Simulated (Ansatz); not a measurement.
**LiF (Griceite): how G0W0 depends on its starting point**

How much of the starting functional survives in the G0W0 gap of LiF (Griceite)?

Program: Ansatz 0.2.0. Level of theory: G0W0 on several functionals, plane waves, PAW. Results are calculated unless marked as measured.

In doubt: masses and optical values from hybrid runs of this build are listed as unsure (step 4), which bears on the screening that GW takes from such a start.

## (1) The structure

Symmetry: Fm-3m, No. 225, cubic system. Conventional cell: a = 4.028 Å, b = 4.028 Å, c = 4.028 Å, α = 90.00°, β = 90.00°, γ = 90.00°. Nearest to Li lie 6 F at 2.01 Å. Nearest to F lie 6 Li at 2.01 Å. Farther neighbours and most contacts between anions are not listed.

The cell and positions come from the Crystallography Open Database and are kept as given unless a step says otherwise.

## (2) G0W0 on LDA

Now the one-shot GW correction: screening in the RPA, then the self-energy of the levels asked for. This step takes PAW set soft_1 files.

This step: G0W0 on LDA, plane waves, PAW; PAW set soft_1.

input.yaml reads:

```yaml
crystal:
  lattice:
    - [0.0, 2.014, 2.014]
    - [2.014, 0.0, 2.014]
    - [2.014, 2.014, 0.0]
  atoms:
    - { symbol: Li, position: [0.0, 0.0, 0.0] }
    - { symbol: F, position: [0.5, 0.5, 0.5] }
kpoints:
  mp_grid: { grid: [6, 6, 6] }
hamiltonian:
  xc: lda
  pseudopotentials: { kind: paw, azcp: { folder: soft_1 }, xc_functional: pbe }
scf:
  occupations: { method: fixed }
gw:
  n_empty_bands: 48
  ecut_chi: 120
  qp_bands: [v2, c2]
  qp_kpoints: band_edges
  screening: { model: contour_deformation }
```

Command:

```
> ansatz run input.yaml --threads 3 --pin off --max-ram 92160MiB --backend cuda --events-out ev --progress --plain --runs-dir out --devices 1 --max-vram 13GiB
```

Numbers of over 12 decimals in the logs are rounded to 6 here.

The program printed:

```text
GPUs: using 1 of 1 available (devices: 1).
Engine: ansatz 0.2.0, x86_64-unknown-linux-gnu
Pseudopotentials: kind: paw
Pseudopotential: Li, paw, valence charge 3, recommended cutoff 420 eV (normal), soft_1/Li.paw.azcp
Pseudopotential: F, paw, valence charge 7, recommended cutoff 420 eV (normal), soft_1/F.paw.azcp
Functional definition: SPW92
  exchange = slater_x
  correlation = pw_c
device memory: the entry about to start is reckoned to put 0.4 GiB on a device that reports 45.4 GiB free (of which the cap on the GPU budget leaves the run 13.0 GiB)
GPU FFT provider: cuFFT
GPU libraries: cuBLAS 13.8.2, cuFFT 12.4.0, cuSOLVER 12.3.4
Crystal: 2 atoms, lattice volume = 16.338 Å³
Basis set: ecut = 420 eV, 331 PW (Γ)
Bands: 9, of which v1, the nominal top of the filled ones, is band 5 counted from 1 (4 counted from 0)
Symmetry: 48 space group operations
Space group: Fm-3m (ITA 225), of the structure as read, at distance tolerance 2.5e-5 Å
k-points: 16 of 216
Non-local potential: Li, projectors of the file, l = 0: 3, l = 1: 2, l = 2: 1
Non-local potential: F, projectors of the file, l = 0: 2, l = 1: 2, l = 2: 1
PAW form: soft (Blöchl's): semilocal exchange-correlation on the pseudo side does not see the compensation charge
PAW frozen core: F, regenerated for the run's functional, and the local potential with it (the file was generated under x = pbe(κ = 0.804, μ = 0.219515), c = pbe(β = 0.066725))
PAW one-centre angular grid: Li, 110 points (default); XC on 64 Gauss nodes
PAW one-centre angular grid: F, 110 points (default); XC on 64 Gauss nodes
Initial density: superposition of atomic densities (chi_scale 0.1, normalization cell, long waves kept (reshape's long-wave potential 0.00 eV rms))
Initial wavefunctions: pseudopotential atomic-orbital guess
GPU buffer pool allocated for 8000 grid points (all kernels)
GPU transforms: local potential and band sums: pruned to the plane-wave sphere, on 18×20×20
Functional: x = slater, c = lda
SCF iter   1: F=—  HF=-998.658608 eV  |F-HF|=—  |Δ(HF+E_count)|=         —  Δρ=6.37e-2  dr2=3.76e-1  ethr=3.10e-3  ⟨swp⟩=4.0  Hψ=818  notcnv=0  defer=28
preconditioner: auto → none  [insulator: Δε(μ)=8.157 eV  Ē_g=21.573 eV  n_scr=0 (ndim 8)  ℏωp=26.0 eV  f_vac=0.000  ε∞_Penn≈2.5]
SCF iter   2: F=—  HF=-998.670912 eV  |F-HF|=—  |Δ(HF+E_count)|=   1.23e-2  Δρ=3.42e-2  dr2=9.34e-2  ethr=3.10e-3  ⟨swp⟩=2.3  Hψ=323  notcnv=0  defer=26
SCF iter   3: F=—  HF=-998.671065 eV  |F-HF|=—  |Δ(HF+E_count)|=   1.53e-4  Δρ=1.43e-2  dr2=1.76e-2  ethr=9.34e-4  ⟨swp⟩=2.4  Hψ=226  notcnv=0  defer=27
SCF iter   4: F=—  HF=-998.671261 eV  |F-HF|=—  |Δ(HF+E_count)|=   1.96e-4  Δρ=6.62e-4  dr2=3.64e-5  ethr=1.76e-4  ⟨swp⟩=2.4  Hψ=209  notcnv=0  defer=30
SCF iter   5: F=—  HF=-998.671283 eV  |F-HF|=—  |Δ(HF+E_count)|=   2.20e-5  Δρ=3.06e-5  dr2=4.09e-8  ethr=1.00e-9  ⟨swp⟩=4.0  Hψ=727  notcnv=0
SCF iter   6: F=-998.671283 eV  HF=-998.671283 eV  |F-HF|=1.89e-9  |Δ(HF+E_count)|=   1.23e-7  Δρ=6.16e-6  dr2=3.98e-9  ethr=4.09e-10  ⟨swp⟩=3.3  Hψ=536  notcnv=0
SCF 1 converged in 6 iterations: F = -998.671283 eV  dr2 = 3.98e-9
  greatest PAW one-centre occupation: 1.000 electrons in one spin orbital (limit 2), on the Li atom at site 0 (counted from 0), in its partial waves of l = 0
device memory: the entry about to start is reckoned to put 0.4 GiB on a device that reports 45.5 GiB free (of which the cap on the GPU budget leaves the run 13.0 GiB)
NSCF: frozen V_eff on 16 k-points, pencils in batches of 32, up to order 36
the band table was solved once the SCF had ended and its energy, with any forces and stress, was formed, with the checks that follow a solve (931 applications of the Hamiltonian). They found nothing against the state; the energy, forces and stress were not computed again (output.eigenvalues in the input reference)
device memory: the entry about to start is reckoned to put 0.8 GiB on a device that reports 45.7 GiB free (of which the cap on the GPU budget leaves the run 13.0 GiB)
NSCF: frozen V_eff on 16 k-points
G₀W₀ screening: q 1/16
[... further progress lines ...]
device memory: the entry about to start is reckoned to put 0.2 GiB on a device that reports 45.4 GiB free (of which the cap on the GPU budget leaves the run 13.0 GiB)
NSCF: frozen V_eff on 1 k-points
device memory: the entry about to start is reckoned to put 0.2 GiB on a device that reports 44.6 GiB free (of which the cap on the GPU budget leaves the run 13.0 GiB)
NSCF: frozen V_eff on 1 k-points
SCF converged after 6 iterations
Free energy (F): -998.671283 eV
Harris-Foulkes:  -998.671283 eV  (|F-HF|=1.89e-9)
Internal energy: -998.671283 eV  (E = F + TS)
E sigma→0 (E₀):  -998.671283 eV
Fermi energy:    0.545218 eV
--- Per-component energies (eV) ---
  E_band       = -119.229020
  E_kinetic    = 214.255448
  E_local      = -651.735618  (includes V_loc(G=0)·N_el)
  E_nonlocal   = 70.152459
  E_hartree    = 224.384441
  E_xc         = -85.149552
  E_vxc        = -110.374969  (∫ρ·V_xc dr)
  E_paw        = -213.563057  (= ΣΔE_a)
  E_vpaw       = -90.295052  (= ΣTr[D̂ρ^β])
  E_aug_tail   = 0.001031  (compensation charges beyond the density's cutoff)
  E_ewald      = -557.129686
  E_core_change = 0.113252  (= ΣΔE_core)
  E_smearing   = -0.000000  (= −TS)
  E_closure    = -0.000000  (closes the sum)
  Σ components = -998.671283   (vs F -998.671283, Δ=0.00e0)
--- Band table (eV; the first three rows and the last of 16) ---
  k-point 0: bands = ["-39.1602", "-19.0316", "0.5452", "0.5452", "0.5452", "9.3861", "23.9885", "23.9885", "23.9885"]
  k-point 1: bands = ["-39.1430", "-18.9272", "-0.1940", "0.4852", "0.4852", "10.0814", "19.6511", "21.7741", "21.7741"]
  k-point 2: bands = ["-39.1085", "-18.7061", "-1.4585", "0.3708", "0.3708", "10.8949", "17.2344", "19.7319", "19.7319"]
  k-point 15: bands = ["-39.0728", "-18.3265", "-2.0954", "-1.0648", "-0.3187", "15.0308", "15.5668", "17.6040", "19.6516"]
--- G₀W₀: contour deformation, 5 samples at zero and on the imaginary axis and 4 off it, 216 q-points, 48 empty bands' worth ---
  eigenvalues of the whole cell's RPA ε∞ on this k-mesh (on a slab, of 1 + 4πα/V) = 2.0348, 2.0348, 2.0348; static W/v taken at q = 0 is 0.491448
  bands read: the sum over 53 bands ends inside a degenerate multiplet in 2 slots, whose members it reads at an even weight; the widest, k=0: bands 53 to 54 (counted from 1) at 1/2 each
  gw.qp_kpoints: band_edges: 12 of 16 stored k-points solved, in 1 pass; an edge of the gap read off the rows below is read off those points alone
    valence top: of the k-points left out ik 13 came nearest to being solved in a further pass, in band 5 (counted from 1, as in the quasiparticle table): it holds the edge there only if its correction is more favourable than any solved in that band by at least 0.529 eV; those differ by 0.167 eV
    conduction bottom: of the k-points left out ik 13 came nearest to being solved in a further pass, in band 6 (counted from 1, as in the quasiparticle table): it holds the edge there only if its correction is more favourable than any solved in that band by at least 3.613 eV; those differ by 0.945 eV
    ik  band        ε_KS         Σx   Σc(E_QP)       V_xc       Z   E_QP_lin       E_QP  E_QP is
     0     4      0.5452   -31.9286     5.3146   -24.2795  0.8141    -1.8318    -1.7891  root
     0     5      0.5452   -31.9286     5.3146   -24.2795  0.8141    -1.8318    -1.7891  root
     0     6      9.3861    -7.7854    -3.4776   -13.2510  0.8840    11.3922    11.3741  root
     0     7     23.9885    -3.1293    -4.8474   -10.8443  0.8493    26.9185    26.8561  root
     1     4      0.4852   -31.8646     5.3192   -24.1980  0.8140    -1.9056    -1.8622  root
     1     5      0.4852   -31.8646     5.3192   -24.1980  0.8140    -1.9056    -1.8622  root
     1     6     10.0814    -8.0488    -3.4673   -13.6346  0.8804    12.2212    12.1998  root
     1     7     19.6511    -3.9598    -4.2642   -10.6165  0.8609    22.1022    22.0437  root
     2     4      0.3708   -31.7547     5.3298   -24.0532  0.8137    -2.0456    -2.0009  root
     2     5      0.3708   -31.7547     5.3298   -24.0532  0.8137    -2.0456    -2.0009  root
     2     6     10.8949    -6.4415    -3.5785   -12.2479  0.8832    13.1470    13.1228  root
     2     7     17.2344    -7.1736    -4.1144   -13.8976  0.8552    19.9064    19.8440  root
     3     4      0.3155   -31.7100     5.3352   -23.9942  0.8135    -2.1104    -2.0652  root
     3     5      0.3155   -31.7100     5.3352   -23.9942  0.8135    -2.1104    -2.0652  root
     3     6     10.9431    -4.9854    -3.6238   -10.8095  0.8886    13.1662    13.1433  root
     3     7     16.9257    -9.3116    -4.1626   -16.2643  0.8445    19.7913    19.7158  root
     4     4      0.2810   -31.5278     5.3126   -23.8330  0.8137    -2.1468    -2.1013  root
     4     5      0.2810   -31.5278     5.3126   -23.8330  0.8137    -2.1468    -2.1013  root
     4     6     10.4728    -8.5653    -3.4426   -14.1951  0.8773    12.6833    12.6599  root
     4     7     20.6202    -2.4010    -4.1773    -8.5388  0.8609    22.6212    22.5807  root
     5     4      0.0518   -31.1002     5.2831   -23.4024  0.8137    -2.4104    -2.3629  root
     5     5      0.0926   -31.2809     5.3162   -23.5506  0.8133    -2.3691    -2.3215  root
     5     6     11.6292    -8.2332    -3.5292   -14.1276  0.8741    14.0239    13.9944  root
     5     7     17.3990    -4.9204    -4.0350   -11.3817  0.8673    19.8727    19.8252  root
[...]
12     4     -0.4821   -30.4667     5.3145   -22.6513  0.8120    -3.0370    -2.9830  root
    12     5     -0.4821   -30.4667     5.3145   -22.6513  0.8120    -3.0370    -2.9830  root
    12     6     14.9677    -9.6418    -3.8289   -16.4038  0.8528    17.9634    17.9008  root
    12     7     16.6046    -2.6628    -3.8041    -8.4387  0.8837    18.6005    18.5764  root
    14     4     -1.1764   -29.0883     5.2047   -21.3095  0.8117    -3.8112    -3.7506  root
    14     5     -0.0935   -31.1089     5.3269   -23.3244  0.8129    -2.6012    -2.5511  root
    14     6     13.7045    -6.7854    -3.7068   -13.0137  0.8730    16.2631    16.2260  root
    14     7     15.5172    -7.6990    -3.8648   -14.2884  0.8609    18.2943    18.2417  root
```

Wall time 12 s (1 × NVIDIA H100 80GB HBM3 (shared by 6 runs) with 3 threads of AMD EPYC 7R13 (Zen 3), shared host); peak memory 0.97 GiB.

In the SCF lines HF is the Harris–Foulkes energy and dr2 the Hartree energy of the density residual, in eV; the loop may stop once dr2 is under the threshold and the program's other checks hold. Hψ counts applications of the Hamiltonian.

This step gave:

```yaml
bands_summed: 53
rpa_eps_infinity_on_this_mesh_eigenvalues: 2.035, 2.035, 2.035
plane_waves_in_the_screening_matrix: 59
q_points_in_the_mesh: 216
g0w0_gap_on_the_mesh: 13.16 eV
k_of_the_valence_top: 0, 0, 0
k_of_the_conduction_bottom: 0, 0, 0
starting_gap_on_the_mesh: 8.841 eV
z_at_the_valence_top: 0.8141
z_at_the_conduction_bottom: 0.8840
least_direct_g0w0_gap_on_the_computed_points: 13.16 eV
```

The gap on the mesh goes from 8.84 eV to 13.16 eV, a correction of +4.32 eV. Between the two edge states, bare exchange in place of the xc potential would open the gap by 13.11 eV, and correlation takes back 8.79 eV.

## (3) G0W0 on PBE

The same correction from a different start measures what one shot leaves open.

This step: G0W0 on PBE, plane waves, PAW; PAW set soft_1.

input.yaml, as its differences from that of step 2:

```diff
@@ -11,4 +11,4 @@
 hamiltonian:
-  xc: lda
-  pseudopotentials: { kind: paw, azcp: { folder: soft_1 }, xc_functional: pbe }
+  xc: pbe
+  pseudopotentials: { kind: paw, azcp: { folder: soft_1 } }
 scf:
```

The program printed:

```text
GPUs: using 1 of 1 available (devices: 1).
[...]
GPU FFT provider: cuFFT
GPU libraries: cuBLAS 13.8.2, cuFFT 12.4.0, cuSOLVER 12.3.4
Crystal: 2 atoms, lattice volume = 16.338 Å³
Basis set: ecut = 420 eV, 331 PW (Γ)
Bands: 9, of which v1, the nominal top of the filled ones, is band 5 counted from 1 (4 counted from 0)
[... 1 set-up line as in the run before ...]
[...]
k-points: 16 of 216
[...]
GPU buffer pool allocated for 8000 grid points (all kernels)
[...]
SCF iter   1: F=—  HF=-1016.037709 eV  |F-HF|=—  |Δ(HF+E_count)|=         —  Δρ=5.95e-2  dr2=3.05e-1  ethr=3.10e-3  ⟨swp⟩=4.0  Hψ=808  notcnv=0  defer=28
[...]
SCF iter   6: F=-1016.173327 eV  HF=-1016.173327 eV  |F-HF|=1.87e-8  |Δ(HF+E_count)|=   2.16e-6  Δρ=1.28e-5  dr2=1.58e-8  ethr=1.00e-9  ⟨swp⟩=3.1  Hψ=640  notcnv=0
SCF 1 converged in 6 iterations: F = -1016.173327 eV  dr2 = 1.58e-8
[...]
NSCF: frozen V_eff on 16 k-points, pencils in batches of 32, up to order 36
[...]
NSCF: frozen V_eff on 16 k-points
G₀W₀ screening: q 1/16
[... further progress lines ...]
[...]
SCF converged after 6 iterations
Free energy (F): -1016.173327 eV
[...]
Internal energy: -1016.173327 eV  (E = F + TS)
E sigma→0 (E₀):  -1016.173327 eV
Fermi energy:    0.961670 eV
[...]
--- Band table (eV; the first three rows and the last of 16) ---
[...]
0     4      0.9617   -32.0235     5.2729   -24.2164  0.8191    -1.6212    -1.5725  root
     0     5      0.9617   -32.0235     5.2729   -24.2164  0.8191    -1.6212    -1.5725  root
     0     6     10.0566    -7.5551    -3.3534   -12.4808  0.8883    11.6394    11.6289  root
     0     7     24.9214    -3.0721    -4.5677    -9.9156  0.8552    27.2192    27.1972  root
     1     4      0.9031   -31.9612     5.2778   -24.1339  0.8190    -1.6959    -1.6464  root
     1     5      0.9031   -31.9612     5.2778   -24.1339  0.8190    -1.6959    -1.6464  root
     1     6     10.7732    -7.8378    -3.3371   -12.8677  0.8848    12.4785    12.4659  root
     1     7     20.5107    -3.8717    -4.0330    -9.7158  0.8658    22.3507    22.3218  root
[...]
14     4     -0.6976   -29.3025     5.1929   -21.2520  0.8170    -3.6275    -3.5553  root
    14     5      0.3380   -31.2220     5.2897   -23.2516  0.8180    -2.4004    -2.3426  root
    14     6     14.5213    -6.5906    -3.5402   -12.1188  0.8776    16.5305    16.5094  root
    14     7     16.3508    -7.5207    -3.6745   -13.4076  0.8658    18.5947    18.5632  root
```

Wall time 9.1 s (1 × NVIDIA H100 80GB HBM3 (shared by 6 runs) with 3 threads); peak memory 0.98 GiB.

This step gave:

```yaml
bands_summed: 53
rpa_eps_infinity_on_this_mesh_eigenvalues: 1.977, 1.977, 1.977
plane_waves_in_the_screening_matrix: 59
q_points_in_the_mesh: 216
g0w0_gap_on_the_mesh: 13.20 eV
k_of_the_valence_top: 0, 0, 0
k_of_the_conduction_bottom: 0, 0, 0
starting_gap_on_the_mesh: 9.095 eV
z_at_the_valence_top: 0.8191
z_at_the_conduction_bottom: 0.8883
least_direct_g0w0_gap_on_the_computed_points: 13.20 eV
```

Against the run with 6×6×6 mesh, 48 empty bands, screening to 120 eV, PAW set soft_1 files on LDA, the gap moves by +0.04 eV, while the start moved by +0.25 eV.

## (4) G0W0 on HSE06

This step: G0W0 on HSE06, plane waves, PAW; PAW set soft_1.

input.yaml, as its differences from that of step 3:

```diff
@@ -11,3 +11,3 @@
 hamiltonian:
-  xc: pbe
+  xc: hse06
   pseudopotentials: { kind: paw, azcp: { folder: soft_1 } }
```

The program printed:

```text
GPUs: using 1 of 1 available (devices: 1).
[...]
davidson cushion auto → on  (no smearing: the cushion is to keep the highest requested band from converging to the state above it; pin scf.eigensolver.cushion to override)
[...]
GPU FFT provider: cuFFT
GPU libraries: cuBLAS 13.8.2, cuFFT 12.4.0, cuSOLVER 12.3.4
Crystal: 2 atoms, lattice volume = 16.338 Å³
Basis set: ecut = 420 eV, 331 PW (Γ)
[...]
1     6     11.3866    -7.4359    -3.0661   -11.9484  0.9046    12.8394    12.8330  root
     1     7     21.2929    -3.6962    -3.5683    -8.7339  0.8942    22.7734    22.7622  root
[...]
15     4     -2.3818   -29.7785     4.4997   -23.5749  0.8455    -4.1022    -4.0856  root
    15     5     -1.6570   -31.0018     4.5672   -24.8383  0.8460    -3.2671    -3.2533  root
    15     6     16.6970    -8.1027    -3.2309   -13.2706  0.8870    18.6498    18.6341  root
    15     7     17.1395    -5.6081    -3.2555   -10.4728  0.8969    18.7587    18.7487  root
[key lines of the parts left out:]
Free energy (F): -1016.119731 eV
Fermi energy:    -0.757008 eV
```

Elapsed: 21 s, on 1 × NVIDIA H100 80GB HBM3 (shared by 6 runs) with 3 threads; peak memory 1.1 GiB; 22 s of CPU time.

Numbers from this step:

| Item | Value |
| --- | --- |
| bands summed | 53 |
| RPA ε∞ on this mesh (eigenvalues) | 1.804, 1.804, 1.804 |
| plane waves in the screening matrix | 59 |
| G0W0 gap on the mesh | 14.18 eV |
| k of the valence top | 0, 0, 0 |
| k of the conduction bottom | 0, 0, 0 |
| starting gap on the mesh | 11.40 eV |
| least direct G0W0 gap on the computed points | 14.18 eV |

Against the run with 6×6×6 mesh, 48 empty bands, screening to 120 eV, PAW set soft_1 files on PBE, the gap moves by +0.98 eV, while the start moved by +2.31 eV.

## (5) The starts together

All on the 6×6×6 mesh with 48 empty bands and screening to 120 eV. Times are wall times on 1 × NVIDIA H100 80GB HBM3 (shared by 6 runs) with 3 threads of AMD EPYC 7R13 (Zen 3), shared host, good to a factor of about two.

```csv
start,starting gap (eV),shift (eV),G0W0 gap (eV),RPA ε∞ (harmonic mean),"Z (valence, conduction)",time
LDA,8.84,+4.32,13.16,2.03,"0.81, 0.88",12 s
PBE,9.09,+4.11,13.20,1.98,"0.82, 0.89",9.1 s
HSE06,11.40,+2.78,14.18,1.80,"0.85, 0.91",21 s
```

How the two edges are built up, in eV (the quasiparticle level is the starting level plus Σx plus Σc less Vxc):

```
  run               edge  start      Σx     Σc     Vxc     Z     QP
  LDA        valence top   0.55  -31.93   5.31  -24.28  0.81  -1.79
  LDA  conduction bottom   9.39   -7.79  -3.48  -13.25  0.88  11.37
  PBE        valence top   0.96  -32.02   5.27  -24.22  0.82  -1.57
  PBE  conduction bottom  10.06   -7.56  -3.35  -12.48  0.89  11.63
HSE06        valence top  -0.76  -32.03   4.58  -26.03  0.85  -2.19
HSE06  conduction bottom  10.64   -7.23  -3.08  -11.66  0.91  12.00
```

For a hybrid start, Vxc holds its share of exact exchange.

## (6) Outcome

| Item | Value |
| --- | --- |
| G0W0@LDA | 13.16 eV (start 8.84 eV) |
| G0W0@PBE | 13.20 eV (start 9.09 eV) |
| G0W0@HSE06 | 14.18 eV (start 11.40 eV) |
| known limits | not at the basis limit |

**Reading.** The starting gaps span 2.56 eV and the G0W0 gaps 1.02 eV. Between LDA and HSE06, 1.02 eV of the 2.56 eV survives, 40 %. HSE06 screens less than LDA (ε∞ 1.80 against 2.03). Of the 1.02 eV by which its G0W0 gap is higher, the correlation part gives +1.13 eV, and exchange with the one-particle terms, which follow the orbitals, −0.11 eV. The smallest correction, +2.78 eV, is on HSE06, the start nearest to reproducing itself. Bands and cutoff are finite, so the gap is not at the basis limit. The miss can reach some tenths of an eV and take either sign; the mesh is an error of its own.

[Paths, hosts, dates, memory and timing lines, banners, echoed tables and standing remarks are left out of the program output.]

[Logs are printed without paths, hosts, clocks, repeated set-up lines and the standing remarks that a program may print on its own settings, such as how far it seeks lower states.]

[Runs of the session that timed out or met a known fault of the program may be left out.]

[Cells called generated may have been cut or substituted from an entry of the Crystallography Open Database or the Materials Project.]

[Hosts, paths, dates, database ids (printed as entryN), source tags and the programs' standing remarks are cut or masked in the printed files.]
